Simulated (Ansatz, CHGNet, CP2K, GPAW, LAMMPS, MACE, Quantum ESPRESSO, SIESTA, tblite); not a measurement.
## Zn40S29Se11 with crystalline order left by the classical run (80 atoms) in SIESTA

Aim: run Zn40S29Se11 with crystalline order left by the classical run (80 atoms) in SIESTA and see how near its forces come to a plane-wave reference, and at what cost.

Method: the method is named at each step, in SIESTA 5.4.2.

### Step 1. The structure

The cell holds 80 atoms: 40 Zn, 29 S and 11 Se. Its edges and angles: a = 11.843 Å, b = 11.843 Å, c = 11.843 Å, α = 90.0°, β = 90.0°, γ = 90.0°. 80 atoms (40 Zn, 29 S, 11 Se) placed at random at 4.41 g/cm³, melted at 2500 K for 10 ps at fixed volume with the Stillinger-Weber II-VI potential (Zhou et al., Phys. Rev. B 88, 085309 (2013)). Quenched from 2500 K to 300 K at 4 K/ps and fixed volume, annealed at 800 K for 50 ps, held 5 ps.

The yardstick, on the same geometry:

* method: Kohn-Sham DFT, PBE, PAW, plane waves (Ansatz 0.2.0); cutoff 420 eV, Γ point, fermi-dirac smearing of 0.05 eV; PAW set soft_2
* r.m.s. force component: 0.4208 eV/Å
* longest force: 2.335 eV/Å
* pressure: 1.128 GPa
* spacing of highest filled and lowest empty level: 0.2294 eV
* SCF cycles: 12
* time: 17 s on 8 threads of Arm Neoverse V2, shared host
* CPU time: 2.2 min

### Step 2. PBE, DZP, shift 0.01 Ry, mesh 500 Ry

Method: Kohn-Sham DFT, PBE, PseudoDojo 0.4.1 norm-conserving pseudopotentials (converted to PSML), numerical atomic orbitals (DZP), diagonalisation.

The .psml files are PseudoDojo norm-conserving potentials that we converted to this format, checked against plane waves on the same files for H, C, O, Si, Ge and Ca alone.

Contents of input.fdf:

```
SystemLabel cell
NumberOfAtoms 80
NumberOfSpecies 3
%block ChemicalSpeciesLabel
  1 30 Zn
  2 16 S
  3 34 Se
%endblock ChemicalSpeciesLabel
LatticeConstant 1.0 Ang
%block LatticeVectors
  11.84320 0.00000 0.00000
  0.00000 11.84320 0.00000
  0.00000 0.00000 11.84320
%endblock LatticeVectors
PAO.BasisSize DZP
PAO.EnergyShift 0.01 Ry
XC.Functional GGA
XC.Authors PBE
MeshCutoff 500 Ry
%block kgrid_Monkhorst_Pack
  1 0 0 0.0
  0 1 0 0.0
  0 0 1 0.0
%endblock kgrid_Monkhorst_Pack
SolutionMethod diagon
OccupationFunction FD
ElectronicTemperature 580 K
SCF.Mixer.Method Pulay
SCF.Mixer.Weight 0.15
SCF.Mixer.History 8
SCF.Mix Hamiltonian
MaxSCFIterations 300
SCF.DM.Tolerance 1e-04
SCF.H.Tolerance 1.0e-3 eV
WriteForces T
Write.HirshfeldPop T
Write.VoronoiPop T
Write.DM F
Write.H F
XML.Write F
AtomicCoordinatesFormat Fractional
%block AtomicCoordinatesAndAtomicSpecies
  0.87957 0.61085 0.47178 1
  0.23190 0.53856 0.07828 1
  0.45393 0.79534 0.77238 1
  0.34658 0.96446 0.04399 1
  0.98714 0.44231 0.20693 1
  0.30924 0.68890 0.60277 1
  0.53355 0.36585 0.10957 1
  0.28289 0.98487 0.42218 1
  0.80877 0.19056 0.11218 1
  0.33267 0.42078 0.79265 1
  0.14388 0.17198 0.65323 1
  0.88937 0.32783 0.66165 1
  0.79333 0.75414 0.74645 1
  0.56104 0.06797 0.28344 1
  0.09245 0.00554 0.12963 1
  0.16499 0.87528 0.82881 1
  0.95891 0.73178 0.03130 1
  0.71535 0.32393 0.37676 1
  0.02208 0.88716 0.57915 1
  0.14984 0.43788 0.48896 1
  0.62874 0.21650 0.82285 1
  0.06947 0.28874 0.95235 1
  0.58052 0.78695 0.47775 1
  0.41991 0.01815 0.67666 1
  0.91666 0.03162 0.83904 1
  0.99127 0.17753 0.40291 1
  0.69758 0.90586 0.04146 1
  0.73739 0.04863 0.56150 1
  0.27195 0.25075 0.23784 1
  0.83884 0.89460 0.30595 1
  0.69972 0.62596 0.20620 1
  0.31990 0.14530 0.92782 1
  0.60828 0.50392 0.63587 1
  0.53666 0.60468 0.92767 1
  0.42314 0.51650 0.35875 1
  0.44474 0.25839 0.52084 1
  0.05879 0.58368 0.76391 1
  0.41098 0.77610 0.21272 1
  0.13086 0.70842 0.31230 1
  0.80426 0.47236 0.93766 1
  0.76336 0.08795 0.95047 2
  0.85523 0.93930 0.67403 2
  0.36369 0.41927 0.19874 2
  0.57581 0.14367 0.63706 2
  0.54491 0.67161 0.31134 2
  0.80258 0.78334 0.15066 2
  0.55495 0.40886 0.46901 2
  0.18836 0.17204 0.07410 2
  0.65013 0.23122 0.21579 2
  0.67856 0.94458 0.40520 2
  0.10066 0.32307 0.32642 2
  0.40357 0.86096 0.53872 2
  0.64550 0.50928 0.05671 2
  0.90799 0.34586 0.04579 2
  0.13195 0.75748 0.67849 2
  0.90039 0.64225 0.86724 2
[... 20 atom lines left out ...]
  0.71520 0.66062 0.57834 3
  0.46129 0.30218 0.91500 3
  0.23021 0.88123 0.24823 3
  0.82242 0.49214 0.31468 3
%endblock AtomicCoordinatesAndAtomicSpecies
```

Launch:

```sh
$ OMP_NUM_THREADS=1 mpirun -np 2 siesta < input.fdf > output.txt
```

The log of the run:

```text
Version         : 5.4.2
reinit: System Name:
reinit: System Label: cell
initatom: Reading input for the pseudopotentials and atomic orbitals ----------
Species number:   1 Atomic number:   30 Label: Zn
Species number:   2 Atomic number:   16 Label: S
Species number:   3 Atomic number:   34 Label: Se
Ground state valence configuration (from tables):   4s02  4p00  3d10  4f00
Ground state valence configuration (from tables):   3s02  3p04  3d00  4f00
Ground state valence configuration (from tables):   4s02  4p04  4d00  4f00
---- Processing specs for species: Zn
GGA--PBE XC_GGA_X_PBE--XC_GGA_C_PBE pb
Semicore shell(s) with  8 electrons included in the valence for Zn
---- Processing specs for species: S
GGA--PBE XC_GGA_X_PBE--XC_GGA_C_PBE pb
---- Processing specs for species: Se
GGA--PBE XC_GGA_X_PBE--XC_GGA_C_PBE pb
Semicore shell(s) with 10 electrons included in the valence for Se
Semicore shell(s): 3s 3p
Fallback to non-perturbative polarization scheme for Zn
Please see the manual if this is not desired in principle
Semicore shell(s): 3d
Fallback to non-perturbative polarization scheme for Se
Please see the manual if this is not desired in principle
Zn pseudopotential only contains V_ls up to l=2 -- lmxkb reset.
S pseudopotential only contains V_ls up to l=2 -- lmxkb reset.
Se pseudopotential only contains V_ls up to l=2 -- lmxkb reset.
Using PAO.SplitTailNorm
%block ChemicalSpeciesLabel
    1   30 Zn                      # Species index, atomic number, species label
    2   16 S                       # Species index, atomic number, species label
    3   34 Se                      # Species index, atomic number, species label
%endblock ChemicalSpeciesLabel
%block PAO.Basis                 # Define Basis set
Zn                    5                    # Species label, number of l-shells
 n=3   0   1                         # n, l, Nzeta
   2.063
   1.000
 n=4   0   2                         # n, l, Nzeta
   5.524      3.917
   1.000      1.000
 n=3   1   1                         # n, l, Nzeta
   2.281
[...]
3.525      2.132
[...]
S                     2                    # Species label, number of l-shells
[...]
n=3   1   2 P   1                   # n, l, Nzeta, Polarization, NzetaPol
[...]
Se                    4                    # Species label, number of l-shells
[...]
5.831      4.139
   1.000      1.000
 n=3   2   1                         # n, l, Nzeta
[...]
n=4   2   1                         # n, l, Nzeta
   5.831
   1.000
%endblock PAO.Basis
coor:   Atomic-coordinates input format  =     Fractional
siesta: System type = bulk
initatomlists: Number of atoms, orbitals, and projectors:     80  1335  1440
siesta: ******************** Simulation parameters ****************************
Total number of electrons:  1150.000000
Total ionic charge:  1150.000000
 Kpoints in:            1 . Kpoints trimmed:            1
siesta: k-grid: Number of k-points = 1
siesta: k-points from Monkhorst-Pack grid
siesta: k-cutoff (effective) =     5.922 Ang
siesta: k-point supercell and displacements
siesta: k-grid:     1     0     0      0.000
siesta: k-grid:     0     1     0      0.000
siesta: k-grid:     0     0     1      0.000
                     ====================================
                        Single-point calculation
                     ====================================
outcell: Unit cell vectors (Ang):
       11.843200    0.000000    0.000000
        0.000000   11.843200    0.000000
        0.000000    0.000000   11.843200
outcell: Cell vector modules (Ang)   :   11.843200   11.843200   11.843200
outcell: Cell angles (23,13,12) (deg):     90.0000     90.0000     90.0000
outcell: Cell volume (Ang**3)        :   1661.1436
Gamma-point calculation with multiply-connected orbital pairs
Gamma-point calculation with multiply-connected orbital pairs
Folding of H and S implicitly performed
Folding of H and S implicitly performed
new_DM -- step:     1
Initializing Density Matrix...
Attempting to read DM from file... Failed...
DM filled with atomic data:
InitMesh: MESH = 160 x 160 x 160 = 4096000
InitMesh: Mesh cutoff (required, used) =   500.000   504.433 Ry
stepf: Fermi-Dirac step function
        iscf     Eharris(eV)        E_KS(eV)     FreeEng(eV)     dDmax    Ef(eV) dHmax(eV)
   scf:    1  -270141.817798  -271653.171871  -271653.372097  1.168417  0.088748 41.344298
   scf:    2  -272806.735187  -272336.913493  -272336.926150  0.722517 -0.856174 18.555381
   scf:    3  -272502.977930  -272441.571676  -272441.642708  0.445220 -1.549198  8.273292
[...]
scf:   16  -272460.850040  -272460.850023  -272460.929216  0.000119 -1.796637  0.000379
   scf:   17  -272460.850028  -272460.850026  -272460.929217  0.000031 -1.796655  0.000219
SCF Convergence by DM+H criterion
max |DM_out - DM_in|         :     0.0000312983
max |H_out - H_in|      (eV) :     0.0002192428
SCF cycle converged after 17 iterations
Using DM_out to compute the final energy and forces
siesta: E_KS(eV) =          -272460.8500
siesta: E_KS - E_eggbox =   -272460.8500
siesta: Atomic forces (eV/Ang):
     1    0.367682    0.659097   -0.554339
     2    0.163040   -0.506656    0.356862
     3    0.457227    0.885741    0.449027
[...]
79    0.157222    0.150158   -0.348159
    80   -0.373541    0.203927    0.037546
----------------------------------------
   Tot   -0.007933    0.001427    0.008462
----------------------------------------
   Max    2.270684
   Res    0.489400    sqrt( Sum f_i^2 / 3N )
----------------------------------------
   Max    2.270684    constrained
Stress tensor Voigt[x,y,z,yz,xz,xy] (kbar):       -1.40       -0.89       -0.86       -7.16        8.93       -5.70
(Free)E + p*V (eV/cell)  -272459.8417
Target enthalpy (eV/cell)  -272460.9292
siesta: Program's energy decomposition (eV):
siesta: Ebs     =    -42158.408847
siesta: Eions   =    313794.209389
siesta: Ena     =     13892.596416
siesta: Ekin    =    127577.771378
siesta: Enl     =    -67328.289351
siesta: DEna    =      1307.963347
siesta: DUscf   =       151.170384
siesta: Ex      =    -32393.080590
siesta: Ec      =     -1874.772221
siesta: Exc     =    -34267.852811
siesta: Eharris =   -272460.850028
siesta: Etot    =   -272460.850026
siesta: FreeEng =   -272460.929217
siesta: Final energy (eV):
siesta:  Band Struct. =  -42158.408847
siesta:       Kinetic =  127577.771378
siesta:       Hartree =  112504.579127
siesta:         Exch. =  -32393.080590
siesta:         Corr. =   -1874.772221
siesta:   Exch.-corr. =  -34267.852811
siesta:  Ion-electron = -359617.764298
siesta:       Ion-ion = -118657.583422
siesta:         Total = -272460.850026
siesta:         Fermi =      -1.796655
siesta: Stress tensor (static) (eV/Ang**3):
siesta:    -0.000873   -0.003555    0.005571
siesta:    -0.003555   -0.000554   -0.004469
siesta:     0.005571   -0.004469   -0.000537
siesta: Cell volume =       1661.143650 Ang**3
siesta: Pressure (static):
siesta:                Solid            Molecule  Units
siesta:           0.00000713         -0.00002230  Ry/Bohr**3
siesta:           0.00065465         -0.00204731  eV/Ang**3
siesta:           1.04887294         -3.28015505  kBar
    Orbital volume contribution        =          31.195180 eV
    (Free)E + p_basis*V_orbitals       =     -272429.734036 eV
    (Free)Eharris+ p_basis*V_orbitals  =     -272429.734039 eV
Hirshfeld Atomic Populations:
Atom #   charge [q] valence [e]  Species
     1     0.597077   19.402923  Zn
     2     0.608624   19.391376  Zn
     3     0.542178   19.457822  Zn
[...]
41    -0.625370    6.625370  S
    42    -0.614974    6.614974  S
    43    -0.616125    6.616125  S
[...]
70    -0.593994   16.593994  Se
    71    -0.603416   16.603416  Se
    72    -0.340663   16.340663  Se
[...]
--------------------
 Total    -0.000125
Voronoi Atomic Populations:
Atom #   charge [q] valence [e]  Species
[...]
39     0.593621   19.406379  Zn
    40     0.608245   19.391755  Zn
[...]
68    -0.620830    6.620830  S
    69    -0.636818    6.636818  S
[...]
79    -0.527468   16.527468  Se
    80    -0.542197   16.542197  Se
--------------------
 Total    -0.000125
```

The job ended after 2.1 min (2 MPI ranks of Arm Neoverse V2, shared host; peak memory 1.8 GiB).

Banners, paths, timers and routine set-up lines are dropped from the logs unmarked, and long logs keep their key lines alone; longer cuts are marked.

Compared with the plane-wave run:

```
r.m.s. force component                  : 0.4894 eV/Å
r.m.s. difference of force components   : 133.6 meV/Å
longest difference of force vectors     : 1042 meV/Å
force difference over r.m.s. force      : 31.76 %
slope of forces against the reference's : 1.126
correlation of force components         : 0.9681
pressure                                : 0.1049 GPa
pressure difference                     : -1.023 GPa
```

This run lies far from the reference in forces at the same functional. Basis and potentials both differ; the latter hold 1150 valence electrons against the reference's 830.

Length of the force difference by element (eV/Å):

| element | atoms | mean | most |
| --- | --- | --- | --- |
| S | 29 | 0.14 | 1.0 |
| Se | 11 | 0.20 | 0.87 |
| Zn | 40 | 0.20 | 0.39 |

Local excerpt of 9 atoms (numbers count through the whole input) about Zn3, which has 3 bonded neighbours where the commonest count for Zn is 4; x, y, z are measured from there.

| atom | x | y | z | distance (Å) | bonds | Hirshfeld charge (e) | Fx | Fy | Fz (eV/Å) |
| --- | --- | --- | --- | --- | --- | --- | --- | --- | --- |
| Zn3 | 0.00 | 0.00 | 0.00 | 0.00 | 3 | 0.54 | 0.46 | 0.89 | 0.45 |
| S62 | -1.60 | 0.18 | 1.81 | 2.42 | 4 | -0.42 | 0.18 | 0.74 | -0.83 |
| S58 | -0.09 | -2.50 | -0.44 | 2.54 | 5 | -0.64 | -0.26 | -0.11 | -0.08 |
| Se74 | 2.22 | -0.13 | 1.26 | 2.56 | 4 | -0.58 | -0.70 | -0.62 | -0.37 |
| Zn24 | -0.40 | 2.64 | -1.13 | 2.90 | 4 | 0.56 | 0.90 | -0.20 | 1.31 |
| Zn6 | -1.71 | -1.26 | -2.01 | 2.93 | 4 | 0.60 | -0.18 | 0.38 | -0.17 |
| S52 | -0.60 | 0.78 | -2.77 | 2.94 | 4 | -0.63 | -0.05 | 0.01 | 0.74 |
| S63 | 0.71 | 2.56 | 1.33 | 2.98 | 1 | -0.59 | -2.27 | 0.48 | -0.74 |
| Zn34 | 0.98 | -2.26 | 1.84 | 3.07 | 4 | 0.61 | 0.93 | 0.13 | -0.70 |

Forces lie 32 % from the reference's, at 1.9 times its CPU time (on 2 against 8 cores).

### Step 3. PBE, SZ, shift 0.02 Ry, mesh 500 Ry

Method: Kohn-Sham DFT, PBE, PseudoDojo 0.4.1 norm-conserving pseudopotentials (converted to PSML), numerical atomic orbitals (SZ), diagonalisation.

Changes to input.fdf since step 2:

```diff
@@ -14,4 +14,4 @@
 %endblock LatticeVectors
-PAO.BasisSize DZP
-PAO.EnergyShift 0.01 Ry
+PAO.BasisSize SZ
+PAO.EnergyShift 0.02 Ry
 XC.Functional GGA
```

Launch:

```sh
$ OMP_NUM_THREADS=1 siesta < input.fdf > output.txt
```

The log of the run:

```text
Version         : 5.4.2
reinit: System Name:
reinit: System Label: cell
initatom: Reading input for the pseudopotentials and atomic orbitals ----------
Species number:   1 Atomic number:   30 Label: Zn
Species number:   2 Atomic number:   16 Label: S
Species number:   3 Atomic number:   34 Label: Se
Ground state valence configuration (from tables):   4s02  4p00  3d10  4f00
Ground state valence configuration (from tables):   3s02  3p04  3d00  4f00
Ground state valence configuration (from tables):   4s02  4p04  4d00  4f00
---- Processing specs for species: Zn
[... lines left out ...]
        iscf     Eharris(eV)        E_KS(eV)     FreeEng(eV)     dDmax    Ef(eV) dHmax(eV)
[... lines left out ...]
SCF Convergence by DM+H criterion
[... lines left out ...]
SCF cycle converged after 35 iterations
[... lines left out ...]
   Max    5.679034
[... lines left out ...]
   Max    5.679034    constrained
Stress tensor Voigt[x,y,z,yz,xz,xy] (kbar):       65.64       59.26       63.82       -9.25       12.94      -12.39
[... lines left out ...]
siesta: FreeEng =   -272045.758890
[... lines left out ...]
siesta:         Fermi =       3.663141
[... lines left out ...]
siesta:    -0.007734    0.036985   -0.005773
siesta:     0.008077   -0.005773    0.039831
siesta: Cell volume =       1661.143650 Ang**3
siesta: Pressure (static):
siesta:                Solid            Molecule  Units
siesta:          -0.00042760         -0.00035439  Ry/Bohr**3
siesta:          -0.03926080         -0.03253854  eV/Ang**3
siesta:         -62.90274161        -52.13249304  kBar
    Orbital volume contribution        =          11.891509 eV
    (Free)E + p_basis*V_orbitals       =     -272033.867381 eV
    (Free)Eharris+ p_basis*V_orbitals  =     -272033.867382 eV
Hirshfeld Atomic Populations:
Atom #   charge [q] valence [e]  Species
     1     0.871064   19.128936  Zn
     2     0.886796   19.113204  Zn
     3     0.833635   19.166365  Zn
[...]
41    -0.896951    6.896951  S
    42    -0.881073    6.881073  S
    43    -0.883491    6.883491  S
[...]
70    -0.853809   16.853809  Se
    71    -0.866333   16.866333  Se
    72    -0.695494   16.695494  Se
[...]
--------------------
 Total    -0.000011
Voronoi Atomic Populations:
Atom #   charge [q] valence [e]  Species
[...]
39     0.996373   19.003627  Zn
    40     1.013676   18.986324  Zn
[...]
68    -1.004311    7.004311  S
    69    -1.018373    7.018373  S
[...]
79    -1.026994   17.026994  Se
    80    -0.998716   16.998716  Se
--------------------
 Total    -0.000010
```

It took 2.8 min on 1 thread; peak memory 0.83 GiB.

Against the reference:

| Item | Value |
| --- | --- |
| r.m.s. force component | 1.022 eV/Å |
| r.m.s. difference of force components | 807.9 meV/Å |
| longest difference of force vectors | 7460 meV/Å |
| force difference over r.m.s. force | 192 % |
| slope of forces against the reference's | 1.609 |
| correlation of force components | 0.6622 |
| pressure | -6.29 GPa |
| pressure difference | -7.419 GPa |

This is a coarse setting, run to see what it loses.

Against the first run (32 %), the force difference from the reference is 192 %, at 0.67 times the CPU time (on 1 against 2 cores) (35 SCF steps against 17).

### Step 4. PBE, SZP, shift 0.01 Ry, mesh 500 Ry

Method: Kohn-Sham DFT, PBE, PseudoDojo 0.4.1 norm-conserving pseudopotentials (converted to PSML), numerical atomic orbitals (SZP), diagonalisation.

Changes to input.fdf since step 3:

```diff
@@ -14,4 +14,4 @@
 %endblock LatticeVectors
-PAO.BasisSize SZ
-PAO.EnergyShift 0.02 Ry
+PAO.BasisSize SZP
+PAO.EnergyShift 0.01 Ry
 XC.Functional GGA
```

Launch:

```sh
$ OMP_NUM_THREADS=1 mpirun -np 2 siesta < input.fdf > output.txt
```

The log of the run:

```text
Version         : 5.4.2
reinit: System Name:
reinit: System Label: cell
initatom: Reading input for the pseudopotentials and atomic orbitals ----------
Species number:   1 Atomic number:   30 Label: Zn
Species number:   2 Atomic number:   16 Label: S
Species number:   3 Atomic number:   34 Label: Se
Ground state valence configuration (from tables):   4s02  4p00  3d10  4f00
Ground state valence configuration (from tables):   3s02  3p04  3d00  4f00
Ground state valence configuration (from tables):   4s02  4p04  4d00  4f00
---- Processing specs for species: Zn
[... lines left out ...]
        iscf     Eharris(eV)        E_KS(eV)     FreeEng(eV)     dDmax    Ef(eV) dHmax(eV)
[... lines left out ...]
SCF Convergence by DM+H criterion
[... lines left out ...]
SCF cycle converged after 18 iterations
[... lines left out ...]
   Max    3.428465
[... lines left out ...]
   Max    3.428465    constrained
Stress tensor Voigt[x,y,z,yz,xz,xy] (kbar):       43.56       40.40       43.33       -3.60        7.72       -5.79
[... lines left out ...]
siesta: FreeEng =   -272425.956244
[... lines left out ...]
siesta:         Fermi =      -0.362294
[... lines left out ...]
siesta:    -0.003615    0.025213   -0.002245
siesta:     0.004817   -0.002245    0.027044
siesta: Cell volume =       1661.143650 Ang**3
siesta: Pressure (static):
siesta:                Solid            Molecule  Units
siesta:          -0.00028841         -0.00029740  Ry/Bohr**3
siesta:          -0.02648089         -0.02730621  eV/Ang**3
siesta:         -42.42705731        -43.74937446  kBar
    Orbital volume contribution        =          26.207222 eV
    (Free)E + p_basis*V_orbitals       =     -272399.749022 eV
    (Free)Eharris+ p_basis*V_orbitals  =     -272399.749025 eV
Hirshfeld Atomic Populations:
Atom #   charge [q] valence [e]  Species
     1     0.629924   19.370076  Zn
     2     0.645030   19.354970  Zn
     3     0.558096   19.441904  Zn
[...]
41    -0.657624    6.657624  S
    42    -0.642821    6.642821  S
    43    -0.651271    6.651271  S
[...]
70    -0.624984   16.624984  Se
    71    -0.636249   16.636249  Se
    72    -0.497736   16.497736  Se
[...]
--------------------
 Total    -0.000041
Voronoi Atomic Populations:
Atom #   charge [q] valence [e]  Species
[...]
39     0.659571   19.340429  Zn
    40     0.673082   19.326918  Zn
[...]
68    -0.673177    6.673177  S
    69    -0.684168    6.684168  S
[...]
79    -0.599942   16.599942  Se
    80    -0.610274   16.610274  Se
--------------------
 Total    -0.000041
```

It took 1.8 min on 2 MPI ranks; peak memory 1.6 GiB.

Numbers from this run, and their distance from the reference:

| Property | Result |
| --- | --- |
| r.m.s. force component | 0.6615 eV/Å |
| r.m.s. difference of force components | 442.2 meV/Å |
| longest difference of force vectors | 4391 meV/Å |
| force difference over r.m.s. force | 105.1 % |
| slope of forces against the reference's | 1.183 |
| correlation of force components | 0.7528 |
| pressure | -4.243 GPa |
| pressure difference | -5.371 GPa |

This is a coarse setting, run to see what it loses.

Against the first run (32 %), the force difference from the reference is 105 %, at 0.86 times the CPU time, with 935 basis functions against 1335: the smaller basis costs accuracy.

(Part 1 of 2 ends here.)

[Also dropped from logs without a mark: logging warnings of Python, and SIESTA's first energy breakdown and zero terms.]

[Logs are printed without paths, hosts, clocks, repeated set-up lines and the standing remarks that a program may print on its own settings, such as how far it seeks lower states.]

[Hosts, paths, dates, database ids (printed as entryN), source tags and the programs' standing remarks are cut or masked in the printed files.]
